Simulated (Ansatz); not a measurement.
# How fast states decay through KBaH3, part 2 of 3

A new crystal, KBaH3: structure, gap and complex bands. It is built by putting Ba for Mg in the KMgH3 structure of space group Pm-3m, with the volume rescaled by atomic radii. The parent structure comes from the Materials Project.

Ansatz 0.2.0; r2SCAN DFT, plane waves, PAW files (the session's first sound run).

So far. Step 2 (Cell and atoms at rest): The largest force component on a free atom ends at 1.4e-30 eV/Å.

The structure was built from a prototype and need not be the compound's stable phase.

### Step 3. Band edges

The energy window and the wavevectors of the next steps follow from the band edges, so these are searched first, off the mesh as well.

File input.yaml:

```yaml
crystal:
  lattice:
    - [5.1338034978, 0.0, 0.0]
    - [0.0, 5.1338034978, 0.0]
    - [0.0, 0.0, 5.1338034978]
  atoms:
    - { symbol: K, position: [0.0, 0.0, 0.0] }
    - { symbol: Ba, position: [0.5, 0.5, 0.5] }
    - { symbol: H, position: [0.5, 0.0, 0.5] }
    - { symbol: H, position: [0.5, 0.5, 0.0] }
    - { symbol: H, position: [0.0, 0.5, 0.5] }
kpoints:
  mp_grid: { grid: [6, 6, 6] }
  band_path: { path: [VBM, CBM], npoints: 30 }
scf:
  occupations: { method: fixed }
hamiltonian:
  xc: r2scan
output:
  eigenvalues: true
  write_potential: true
  write_density: true
  volumetric_format: npy
  elf: true
```

Started as:

```
$ ansatz run input.yaml --threads 2 --pin off --max-ram 4096MiB --backend cpu --events-out ev --progress --plain --runs-dir out
```

Numbers of over 12 decimals in the logs are rounded to 6 here.

Output:

```text
[...]
Crystal: 5 atoms, lattice volume = 135.306 Å³
Basis set: ecut = 500 eV, 3407 PW (Γ), exchange–correlation on 160×160×160 points (64 copies of the dense FFT grid, shifted against one another)
Bands: 16, of which v1, the nominal top of the filled ones, is band 11 counted from 1 (10 counted from 0)
Symmetry: 48 space group operations
[...]
k-points: 20 of 216
[...]
SCF iter   1: F=—  HF=-7556.250486 eV  |F-HF|=—  |Δ(HF+E_count)|=         —  Δρ=4.13e-3  dr2=3.52e-2  dr2_τ=4.93e-3  ethr=1.77e-3  ⟨swp⟩=5.0  Hψ=1579  notcnv=0  defer=43
[...]
SCF iter   6: F=-7556.268346 eV  HF=-7556.268346 eV  |F-HF|=3.01e-8  |Δ(HF+E_count)|=   7.94e-7  Δρ=4.52e-6  dr2=2.54e-8  dr2_τ=5.18e-9  ethr=4.55e-10  ⟨swp⟩=10.7  Hψ=2115  notcnv=0
SCF 1 converged in 6 iterations: F = -7556.268346 eV  dr2 = 2.54e-8
[...]
NSCF: frozen V_eff on 20 k-points
[...]
SCF converged after 6 iterations
Free energy (F): -7556.268346 eV
[...]
Internal energy: -7556.268346 eV  (E = F + TS)
E sigma→0 (E₀):  -7556.268346 eV
Fermi energy:    1.491242 eV
[...]
--- Band table (eV; the first three rows and the last of 20) ---
  k-point 0: bands = [... 7 lower, -9.9760, -0.7865, 0.3292, 0.3292, 7.3493, 7.3493, 7.3493, 7.5663, ... 1 higher]
  k-point 1: bands = [... 7 lower, -9.9748, -0.6301, 0.3561, 0.4864, 6.6635, 6.9673, 6.9673, 7.4366, ... 1 higher]
  k-point 2: bands = [... 7 lower, -9.9724, -0.3395, 0.4119, 0.8827, 5.9638, 6.5004, 6.5004, 7.0224, ... 1 higher]
  k-point 19: bands = [... 7 lower, -10.1281, 1.4912, 1.4912, 1.4912, 4.6344, 4.6344, 4.6344, 7.5683, ... 1 higher]
```

The job ended after 9.6 s (2 threads of Arm Neoverse V2, shared host; peak memory 0.58 GiB; 19 s of CPU time).

This step gave:

| Property | Result |
| --- | --- |
| Fermi energy | 1.491 eV |
| gap on the k-mesh | 2.390 eV |
| gap on path | 2.390 eV, by band count; negative where bands overlap |
| direct gap on path | 2.463 eV |
| edge places on path | 0, 0.6119 1/A along the path |

Electronic bands along the path, in eV, zero at the Fermi level (highest filled level under fixed occupations); v1 is the highest filled band, c1 the lowest empty one:

| point | v3 | v2 | v1 | c1 | c2 | c3 | c4 |
| --- | --- | --- | --- | --- | --- | --- | --- |
| VBM | 0.00 | 0.00 | 0.00 | 3.14 | 3.14 | 3.14 | 6.08 |
| halfway | -0.75 | -0.04 | -0.04 | 2.71 | 3.65 | 3.65 | 6.22 |
| CBM | -1.35 | -0.07 | -0.07 | 2.39 | 4.60 | 4.60 | 5.79 |

The electronic bands as a text plot (rows in eV, shown from -1.3 to 5.8 only; labels by their first letter):

```
    5.6 |                                                       +
    5.3 |
    5.0 |
    4.7 |
    4.5 |                                            ++++++++++++
    4.2 |                                    ++++++++
    3.9 |                             +++++++
    3.6 |                    +++++++++
    3.3 |++++++++++++++++++++
    3.0 |       ++++++++++++++++
    2.7 |                       +++++++++++++++
    2.4 |                                      ++++++++++++++++++
    2.1 |
    1.8 |
    1.5 |
    1.2 |
    0.9 |
    0.6 |
    0.3 |
    0.0 |********************************************************
   -0.3 |          **********
   -0.6 |                    *********
   -0.9 |                             *******
   -1.2 |                                    ********************
         V                                                      C
```

Valence density in the ac plane at fractional y = 0.500, with atoms of Ba and H within 0.2 Å of it. It is the smooth field of the valence electrons, not physical close to the nuclei.

Ten even steps from '_' (0.0 e/Å³) to '@' (1.3 e/Å³), each cell a mean:
```
__________..==**--..________
____________..::..__________
____________......__________
__________::--==--..________
....____::**@@@@%%==..____..
**--....==@@##++@@##::....==
@@==....++@@++::##%%--..::**
--::....--%%@@%%@@**::__..::
________..==**##++::________
__________....::..__________
____________....____________
__________..::--::__________
__________::**@@--..________
```
Columns run along a (5.1 Å), rows up along c (5.1 Å). Atoms in or near the plane, at fractional coordinates: Ba at (0.50, 0.50), H at (0.50, 0.00), H at (0.00, 0.50).

ELF in the ac plane at fractional y = 0.500, with atoms of Ba and H within 0.2 Å of it. It is the smooth field of the valence electrons, not physical close to the nuclei.

Ten even steps from '_' (0.11 × 1e-1) to '@' (9.96 × 1e-1), each cell a mean:
```
____..**@@@@@@@@@@@@%%--____
______..++##%%%%##**--______
**--______....::..______..==
@@%%::__::++####**--____++@@
@@@@==..++%%%%##%%##--..##@@
@@@@++::####::..++%%++::%%@@
@@@@++--####____--%%++::%%@@
@@@@++::##%%**==##%%==::%%@@
@@@@--__==##%%%%%%**::..**@@
%%**..____::--==--..____--##
::..____..--====--::______..
______==%%@@@@@@@@@@**::____
____::##@@@@@@@@@@@@@@++____
```
Columns run along a (5.1 Å), rows up along c (5.1 Å). Atoms in or near the plane, at fractional coordinates: Ba at (0.50, 0.50), H at (0.50, 0.00), H at (0.00, 0.50).

Electrostatic potential energy in the ac plane at fractional y = 0.500, with atoms of Ba and H within 0.2 Å of it. With pseudopotentials it is smooth inside the atoms' cores, unlike the true potential.

Ten even steps from '_' (-40 eV) to '@' (7 eV), each cell a mean:
```
@@@@@@@@@@@@**==%%@@@@@@@@@@
@@@@@@@@@@@@@@@@@@@@@@@@@@@@
@@@@@@@@@@@@%%%%@@@@@@@@@@@@
@@@@@@@@%%##**++**%%%%@@@@@@
@@@@@@%%##==....::++%%@@@@@@
==%%@@%%++..______--##@@@@**
__##@@%%++..______::**@@@@==
%%@@@@%%**::____..==##@@@@@@
@@@@@@@@%%++----==##%%@@@@@@
@@@@@@@@@@%%%%##%%%%@@@@@@@@
@@@@@@@@@@@@@@@@@@@@@@@@@@@@
@@@@@@@@@@@@@@%%@@@@@@@@@@@@
@@@@@@@@@@@@==__##@@@@@@@@@@
```
Columns run along a (5.1 Å; values clipped at the 3rd and 97th percentile), rows up along c (5.1 Å). Atoms in or near the plane, at fractional coordinates: Ba at (0.50, 0.50), H at (0.50, 0.00), H at (0.00, 0.50).

The searched edges give 2.39 eV, as on the mesh.

### Step 4. Complex bands, plane (110)

This step: r2SCAN DFT, plane waves, PAW files; complex bands by layer matching along the plane's normal (Ansatz 0.2.0).

The same crystal is laid in a cell whose first two vectors span the (110) plane (indices of the standard conventional cell, whose axes can be ordered otherwise than in the bulk input). At fixed energy and wavevector in the plane the solver finds all kz, real and complex. A few wavevectors are listed, (0, 0), (-0.5, -0.5) and (-0.5, 0) in units of the plane's reciprocal vectors; the slowest state needn't be among them.

File input.yaml:

```yaml
crystal:
  lattice:
    - [5.133803498, 0.0, 0.0]
    - [0.0, 7.260294533, 0.0]
    - [0.0, 3.630147267, 3.630147267]
  atoms:
    - { symbol: K, position: [0.0, 0.0, 0.0] }
    - { symbol: Ba, position: [0.5, 0.5, 0.0] }
    - { symbol: H, position: [0.5, 0.0, 0.5] }
    - { symbol: H, position: [0.0, 0.5, 0.0] }
    - { symbol: H, position: [0.5, 0.5, 0.5] }
kpoints:
  mp_grid: { grid: [6, 6, 6] }
scf:
  occupations: { method: fixed }
hamiltonian:
  xc: r2scan
output:
  eigenvalues: true
  transmission:
    leads: [[0, 0]]
    kpoints: [[0.0, 0.0], [-0.5, -0.5], [-0.5, 0.0]]
    e_range: [-1.0, 3.39]
    de: 0.11
```

Output:

```text
[...]
Crystal: 5 atoms, lattice volume = 135.306 Å³
Basis set: ecut = 500 eV, 3407 PW (Γ), exchange–correlation on 160×216×160 points (64 copies of the dense FFT grid, shifted against one another)
Bands: 16, of which v1, the nominal top of the filled ones, is band 11 counted from 1 (10 counted from 0)
Symmetry: 48 space group operations
[...]
k-points: 20 of 216
[...]
SCF iter   1: F=—  HF=-7556.250100 eV  |F-HF|=—  |Δ(HF+E_count)|=         —  Δρ=4.11e-3  dr2=3.49e-2  dr2_τ=4.94e-3  ethr=1.77e-3  ⟨swp⟩=5.0  Hψ=1576  notcnv=0  defer=43
[...]
SCF iter   6: F=-7556.268346 eV  HF=-7556.268346 eV  |F-HF|=4.96e-8  |Δ(HF+E_count)|=   7.53e-7  Δρ=5.35e-6  dr2=2.92e-8  dr2_τ=5.37e-9  ethr=4.55e-10  ⟨swp⟩=10.7  Hψ=2071  notcnv=0
SCF 1 converged in 6 iterations: F = -7556.268346 eV  dr2 = 2.92e-8
[...]
transmission: 5 of 15 steps passed
transmission: 10 of 15 steps passed
transmission: 15 of 15 steps passed
SCF converged after 6 iterations
Free energy (F): -7556.268346 eV
[...]
Internal energy: -7556.268346 eV  (E = F + TS)
E sigma→0 (E₀):  -7556.268346 eV
Fermi energy:    1.491220 eV
[...]
--- Band table (eV; the first three rows and the last of 20) ---
  k-point 0: bands = [... 7 lower, -9.9759, -0.7866, 0.3292, 0.3292, 7.3493, 7.3493, 7.3493, 7.5663, ... 1 higher]
  k-point 1: bands = [... 7 lower, -9.9734, -0.4696, 0.4537, 0.5685, 5.8876, 6.9157, 6.9839, 7.0711, ... 1 higher]
  k-point 2: bands = [... 7 lower, -9.9677, 0.0313, 0.9299, 1.1064, 4.4618, 6.3213, 6.3585, 6.8575, ... 1 higher]
  k-point 19: bands = [... 7 lower, -10.1280, 1.4912, 1.4912, 1.4912, 4.6344, 4.6344, 4.6344, 7.5683, ... 1 higher]
--- Transmission ---
  basis      : 389 plane waves across, 5 finite elements along
  points     : 3, as listed
  energies   : 40 from -1.000000 to 3.290000 eV about the Fermi level, 0.110000 eV apart; the leads are filled to 1.195125 eV, and channels, transmission and decay are at 1.200000 eV
  crystal 0  : K1Ba1H3, at the sites [0, 0], period 3.6301 Å: whole cells are its period
    offset         : up to 0.0000 Å between an atom of the period and one for which it stands
    channels       : 0.000000e0 a spin
    conductance    : none, the energies end too early or step too widely for 300 K: set another output.transmission.e_range or a lower de, or, where they end at an eighth of basis.ecutwfc, a higher one
    slowest decay  : 0.2783 /Å at (0.0000, 0.0000)
```

Wall time 1.9 min (2 threads); peak memory 1.4 GiB.

Numbers from this step:

```
level to which the leads are filled                       : 1.195 eV from the Fermi level
decay constant at the filling level, zone centre          : 0.2783 Å⁻¹
decay constant at the filling level, slowest listed point : 0.2783 Å⁻¹
```

K parallel (0, 0); values up to 1.5 1/Å, a degenerate pair printed once or twice; energies at which all values exceed this have no row. Table of Im kz of the slowest decaying states by energy, zero at the highest filled level on the SCF mesh:

| energy (eV) | decay 1 (Å⁻¹) | decay 2 (Å⁻¹) | decay 3 (Å⁻¹) | decay 4 (Å⁻¹) |
| --- | --- | --- | --- | --- |
| -1.00 | 0.45 | 0.816 | 1.04 | 1.15 |
| -0.67 | 0.531 | 0.780 | 1.02 | 1.13 |
| -0.34 | 0.573 | 0.743 | 0.995 | 1.11 |
| -0.12 | 0.589 | 0.718 | 0.978 | 1.09 |
| -0.01 | 0.0869 | 0.118 | 0.595 | 0.705 |
| 0.21 | 0.174 | 0.239 | 0.604 | 0.679 |
| 0.54 | 0.236 | 0.331 | 0.610 | 0.639 |
| 0.87 | 0.267 | 0.386 | 0.599 | 0.610 |
| 1.20 | 0.278 | 0.424 | 0.561 | 0.605 |
| 1.42 | 0.275 | 0.443 | 0.536 | 0.599 |
| 1.75 | 0.249 | 0.464 | 0.505 | 0.588 |
| 2.08 | 0.188 | 0.477 | 0.481 | 0.574 |
| 2.41 | 0.463 | 0.486 | 0.556 | 0.719 |
| 2.63 | 0.454 | 0.489 | 0.542 | 0.687 |
| 2.96 | 0.442 | 0.490 | 0.519 | 0.635 |
| 3.29 | 0.429 | 0.489 | 0.491 | 0.576 |

K parallel (0, 0). Re kz of states that move upwards against energy, zero at the highest filled level on the SCF mesh:

| energy (eV) | channel 1 (Å⁻¹) | channel 2 (Å⁻¹) |
| --- | --- | --- |
| -1.00 | 0.235 | 0.327 |
| -0.89 | 0.309 | 0.414 |
| -0.78 | 0.372 | 0.478 |
| -0.67 | 0.430 | 0.530 |
| -0.56 | 0.486 | 0.578 |
| -0.45 | 0.543 | 0.623 |
| -0.34 | 0.602 | 0.669 |
| -0.23 | 0.669 | 0.719 |
| -0.12 | 0.760 | 0.788 |
| -0.01 | - | - |
| 0.21 | - | - |
| 0.32 | - | - |
| 0.43 | - | - |
| 0.54 | - | - |
| 0.65 | - | - |
| 0.76 | - | - |
| 0.87 | - | - |
| 0.98 | - | - |
| 1.09 | - | - |
| 1.20 | - | - |
| 1.31 | - | - |
| 1.42 | - | - |
| 1.53 | - | - |
| 1.64 | - | - |
| 1.75 | - | - |
| 1.86 | - | - |
| 1.97 | - | - |
| 2.08 | - | - |
| 2.30 | - | - |
| 2.41 | -0.815 | - |
| 2.52 | -0.735 | - |
| 2.63 | -0.686 | - |
| 2.74 | -0.646 | - |
| 2.85 | -0.611 | - |
| 2.96 | -0.580 | - |
| 3.07 | -0.551 | - |
| 3.18 | -0.524 | - |
| 3.29 | -0.498 | - |

K parallel (-0.5, -0.5); values up to 1.5 1/Å, a degenerate pair printed once or twice; energies at which all values exceed this have no row. Im kz of the slowest decaying states against energy, zero at the highest filled level on the SCF mesh:

| energy (eV) | decay 1 (Å⁻¹) | decay 2 (Å⁻¹) | decay 3 (Å⁻¹) | decay 4 (Å⁻¹) |
| --- | --- | --- | --- | --- |
| -1.00 | 0.659 | 0.944 | 1.17 | 1.32 |
| -0.67 | 0.0761 | 0.554 | 0.912 | 1.16 |
| -0.34 | 0.388 | 0.879 | 1.15 | 1.27 |
| -0.12 | 0.857 | 1.14 | 1.25 | 1.30 |
| -0.01 | 0.113 | 0.220 | 0.845 | 1.13 |
| 0.21 | 0.227 | 0.355 | 0.822 | 1.12 |
| 0.54 | 0.313 | 0.403 | 0.787 | 1.10 |
| 0.87 | 0.364 | 0.405 | 0.750 | 1.08 |
| 1.20 | 0.384 | 0.398 | 0.711 | 1.06 |
| 1.42 | 0.359 | 0.414 | 0.685 | 1.05 |
| 1.75 | 0.306 | 0.431 | 0.643 | 1.02 |
| 2.08 | 0.222 | 0.441 | 0.599 | 0.994 |
| 2.41 | 0.444 | 0.551 | 0.965 | 1.07 |
| 2.63 | 0.443 | 0.516 | 0.945 | 1.05 |
| 2.96 | 0.437 | 0.459 | 0.912 | 1.03 |
| 3.29 | 0.0687 | 0.392 | 0.426 | 0.877 |

K parallel (-0.5, 0); values up to 1.5 1/Å, a degenerate pair printed once or twice; energies at which all values exceed this have no row. Im kz of the slowest decaying states against energy, zero at the highest filled level on the SCF mesh:

| energy (eV) | decay 1 (Å⁻¹) | decay 2 (Å⁻¹) | decay 3 (Å⁻¹) | decay 4 (Å⁻¹) |
| --- | --- | --- | --- | --- |
| -1.00 | 0.546 | 0.771 | 0.886 | 1.19 |
| -0.78 | 0.458 | 0.723 | 0.864 | 1.18 |
| -0.56 | 0.331 | 0.669 | 0.842 | 1.16 |
| -0.34 | 0.602 | 0.819 | 1.14 | 1.20 |
| -0.12 | 0.505 | 0.795 | 1.13 | 1.19 |
| -0.01 | 0.407 | 0.783 | 1.12 | 1.19 |
| 0.10 | 0.112 | 0.150 | 0.354 | 0.771 |
| 0.32 | 0.192 | 0.255 | 0.425 | 0.745 |
| 0.54 | 0.240 | 0.317 | 0.452 | 0.719 |
| 0.76 | 0.274 | 0.360 | 0.461 | 0.692 |
| 0.98 | 0.299 | 0.392 | 0.461 | 0.664 |
| 1.20 | 0.318 | 0.417 | 0.454 | 0.634 |
| 1.31 | 0.325 | 0.427 | 0.448 | 0.619 |
| 1.53 | 0.336 | 0.432 | 0.444 | 0.588 |
| 1.75 | 0.343 | 0.412 | 0.457 | 0.556 |
| 1.97 | 0.343 | 0.386 | 0.467 | 0.524 |
| 2.19 | 0.336 | 0.354 | 0.473 | 0.493 |
| 2.41 | 0.314 | 0.316 | 0.467 | 0.477 |
| 2.63 | 0.261 | 0.280 | 0.447 | 0.465 |
| 2.85 | 0.179 | 0.219 | 0.349 | 0.433 |
| 3.07 | 0.112 | 0.173 | 0.424 | 0.477 |
| 3.29 | 0.169 | 0.416 | 0.473 | 0.812 |

At the listed wavevectors the last open channel is at -0.01 eV and the next at +2.41 eV on the grid. At +1.20 eV, the grid energy nearest the filling level (the middle of the gap on the SCF mesh), the slowest state at the listed wavevectors decays with κ = 0.278 Å⁻¹, its amplitude falling by e over 3.6 Å. Through 1 nm of this crystal that state's transmission falls by exp(−2 × 0.278 Å⁻¹ × 10 Å) = 0.0038.

(Continued in part 3 of 3.)

[Logs are printed without paths, hosts, clocks, repeated set-up lines and the standing remarks that a program may print on its own settings, such as how far it seeks lower states.]

[Hosts, paths, dates, database ids (printed as entryN), source tags and the programs' standing remarks are cut or masked in the printed files.]
